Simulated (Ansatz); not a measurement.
# Mg (P6_3/mmc, 2 atoms in the cell) under biaxial strain in the (0001) plane, that of a and b, part 2 of 2

Wanted: the shifts of the zone-centre modes of Mg (P6_3/mmc, 2 atoms in the cell) with strain.

Ansatz 0.2.0; DFT PBEsol, scalar-relativistic, plane waves, PAW; PAW set soft_1.

So far, highest optical mode at the zone centre (no LO-TO term) (cm⁻¹): step 4 (modes at rest) 256; step 6 (strain 4 %) 250.

### Step 7. A member of the series: biaxial strain of -4 % in the (0001) plane, that of a and b

The cell takes a biaxial strain of -4 % in the (0001) plane, that of a and b. The strained lengths are held, while the rest of the cell and the atoms relax.

File input.yaml:

```yaml
crystal:
  lattice:
    - [3.0631989591, 0.0, 0.0]
    - [-1.5315994796, 2.6528081154, 0.0]
    - [0.0, 0.0, 5.203660225]
  atoms:
    - { symbol: Mg, position: [0.3333333333, 0.6666666667, 0.25] }
    - { symbol: Mg, position: [0.6666666667, 0.3333333333, 0.75] }
kpoints:
  mp_grid: { grid: [15, 15, 8] }
hamiltonian:
  xc: pbesol
  pseudopotentials: { kind: paw, azcp: { folder: soft_1 }, xc_functional: pbe }
scf:
  occupations: { method: methfessel_paxton, width: 0.2 }
output:
  forces: true
  stress: true
  eigenvalues: true
relax:
  adjacent_minimum: "off"
  f_tol: 0.001
  max_steps: 60
  cell: { stress_tol: 0.01, fix: [a, b, gamma] }
```

Started as:

```console
> ansatz run input.yaml --threads 4 --pin off --max-ram 10240MiB --backend cpu --events-out ev --progress --plain --runs-dir out
```

It took 4.2 s on 4 threads of Intel Xeon Platinum 8488C (Sapphire Rapids), shared host; peak memory 0.43 GiB.

Relaxation path:

| step | energy less that of the first step (eV) | largest force component (eV/Å) | pressure (GPa) | volume (Å³) |
| --- | --- | --- | --- | --- |
| 1 | 0.0000 | 0.0000 | 2.76 | 42.29 |
| 2 | -0.0005 | 0.0000 | 2.56 | 42.50 |
| 3 | -0.0006 | 0.0000 | 2.43 | 42.64 |
| 4 | -0.0006 | 0.0000 | 2.41 | 42.66 |
| 5* | -0.0006 | 0.0000 | 2.41 | 42.66 |

Relaxation steps marked * repeat the geometry before them on a plane-wave basis chosen anew for their cell, so energy and pressure can jump there.

The run keeps the 24 symmetry operations that it works with, so distortions that break them were not tested.

| conventional cell, symmetrised | before | after | change |
| --- | --- | --- | --- |
| a (Å) | 3.063 | 3.063 | -0.0 % |
| b (Å) | 3.063 | 3.063 | -0.0 % |
| c (Å) | 5.204 | 5.249 | +0.9 % |
| volume (Å³/atom) | 21.14 | 21.33 | +0.9 % |

The relaxed structure:

```xyz
2
Lattice="3.0632 0.0000 0.0000 -1.5316 2.6528 0.0000 0.0000 0.0000 5.2494" Properties=species:S:1:pos:R:3 pbc="T T T"
Mg    0.0000    1.7685    1.3124
Mg    1.5316    0.8843    3.9371
```

Numbers from this step:

| Quantity | Value |
| --- | --- |
| pressure | 2.411 GPa |
| volume per atom | 21.33 Å³ |

The forces vanish by symmetry.

The cell grew by 0.9 % in volume.

### Step 8. Zone-centre modes of the member: biaxial strain of -4 % in the (0001) plane, that of a and b

The zone-centre modes follow for biaxial strain of -4 % in the (0001) plane, that of a and b.

input.yaml, the sections that differ from step 7:

```yaml
crystal:
  lattice:
    - [3.0631989591, 0.0, 0.0]
    - [-1.5315994796, 2.6528081154, 0.0]
    - [0.0, 0.0, 5.2494263646]
  atoms:
    - { symbol: Mg, position: [0.3333333333, 0.6666666667, 0.25] }
    - { symbol: Mg, position: [0.6666666667, 0.3333333333, 0.75] }
output:
  eigenvalues: true
phonons:
  method: dfpt
# kpoints, hamiltonian, scf: as in step 7
# relax: removed
```

Elapsed: 9 s, on 4 threads; peak memory 0.75 GiB; 31 s of CPU time.

This step gave:

- sum-rule residual before enforcement: 2.35e-5 eV/Å²
- highest optical mode at the zone centre (no LO-TO term): 250.6 cm⁻¹
- lowest optical zone-centre mode: 121.8 cm⁻¹

Patterns of degenerate modes are one choice out of their space. Modes at Γ:

| mode | frequency (cm⁻¹) | symmetry |
| --- | --- | --- |
| 1 | 0.0 | acoustic |
| 2 | 0.0 | acoustic |
| 3 | 0.0 | acoustic |
| 4 | 121.8 | E2g |
| 5 | 121.8 | E2g |
| 6 | 250.6 | B1g |

The lowest optical mode is real, 122 cm⁻¹, and the highest lies at 250.6 cm⁻¹.

For the highest optical mode at the zone centre (no LO-TO term), step 4 gave 256 cm⁻¹; this run, with strain -4 %, gives 251 cm⁻¹ (-2 %).

### Step 9. All members side by side

The members are set side by side, also those not shown above.

Stress is positive in compression; energies are extrapolated to zero smearing, and E0 is that at rest; the edges not held and the atoms are relaxed in each cell; all runs use 15×15×8 k points and Methfessel-Paxton smearing of 0.2 eV. State of the crystal along the series:

| strain (%) | in-plane stress (GPa) | free strain along c (%) | E - E0 (meV/atom) |
| --- | --- | --- | --- |
| -4 | 3.616 | 2.908 | 19.48 |
| -3 | 2.624 | 2.011 | 10.66 |
| -2 | 1.716 | 1.206 | 4.597 |
| -1 | 0.8442 | 0.5459 | 1.083 |
| 0 | 0.002147 | 0 | 0 |
| 1 | -0.7948 | -0.4651 | 1.151 |
| 2 | -1.565 | -0.8132 | 4.452 |
| 3 | -2.269 | -1.136 | 9.924 |
| 4 | -2.862 | -1.542 | 17.28 |

Optical modes are counted from below at rest and tracked from member to member by their patterns, and modes that stay within 0.3 cm⁻¹ of each other stand once; labels, where given, are those at rest; the edges not held and the atoms are relaxed in each cell; all runs use 15×15×8 k points and Methfessel-Paxton smearing of 0.2 eV. Optical modes along the series:

| strain (%) | optical mode 1 E2g (cm⁻¹) | optical mode 2 B1g (cm⁻¹) |
| --- | --- | --- |
| -4 | 121.8 | 250.6 |
| -3 | 124.8 | 253.1 |
| -2 | 127.5 | 255.3 |
| -1 | 129.5 | 256.4 |
| 0 | 131 | 256.3 |
| 1 | 132.1 | 255.4 |
| 2 | 132.7 | 253.4 |
| 3 | 133.1 | 251.4 |
| 4 | 133.7 | 250.2 |

Value and slope at zero strain of a cubic (a lower polynomial where under five rows exist) through the rows within 2 % of rest. Slopes at rest:

| mode | frequency (cm⁻¹) | shift per percent of strain (cm⁻¹) | shift per GPa of compressive stress (cm⁻¹) |
| --- | --- | --- | --- |
| optical mode 1 E2g | 131 | 1.32 | -1.61 |
| optical mode 2 B1g | 256.3 | -0.49 | 0.6 |

### Step 10. What came out

| Item | Value |
| --- | --- |
| members | 9 |
| highest optical mode at the zone centre (no LO-TO term), at rest | 256.3 cm⁻¹ |
| biaxial modulus in the (0001) plane, that of a and b | 81.9 GPa |
| optical mode 1 E2g, shift per percent | 1.32 cm⁻¹ |
| optical mode 2 B1g, shift per percent | -0.49 cm⁻¹ |

In words: The stress changes by 0.82 GPa for each percent, a biaxial modulus of 82 GPa in the (0001) plane, that of a and b. For each percent the free edge responds with -0.51 %. Within 2 % of rest optical mode 1 E2g and optical mode 2 B1g bend away from a straight line, so a single slope holds only near rest. These are harmonic frequencies at zero temperature: anharmonic shifts, linewidths and thermal expansion are left out. With no gap, or one that is small against the smearing, the frequencies hang on the k mesh and the smearing, most of all near Kohn anomalies. The PAW files were made for PBE; the program adapts parts of them to the functional of the run, but their partial waves stay those of PBE, an approximation that was not tested in this session. Only the zone centre was solved, so an instability at another wavevector cannot show here.

[Logs are printed without paths, hosts, clocks, repeated set-up lines and the standing remarks that a program may print on its own settings, such as how far it seeks lower states.]

[Hosts, paths, dates, database ids (printed as entryN), source tags and the programs' standing remarks are cut or masked in the printed files.]
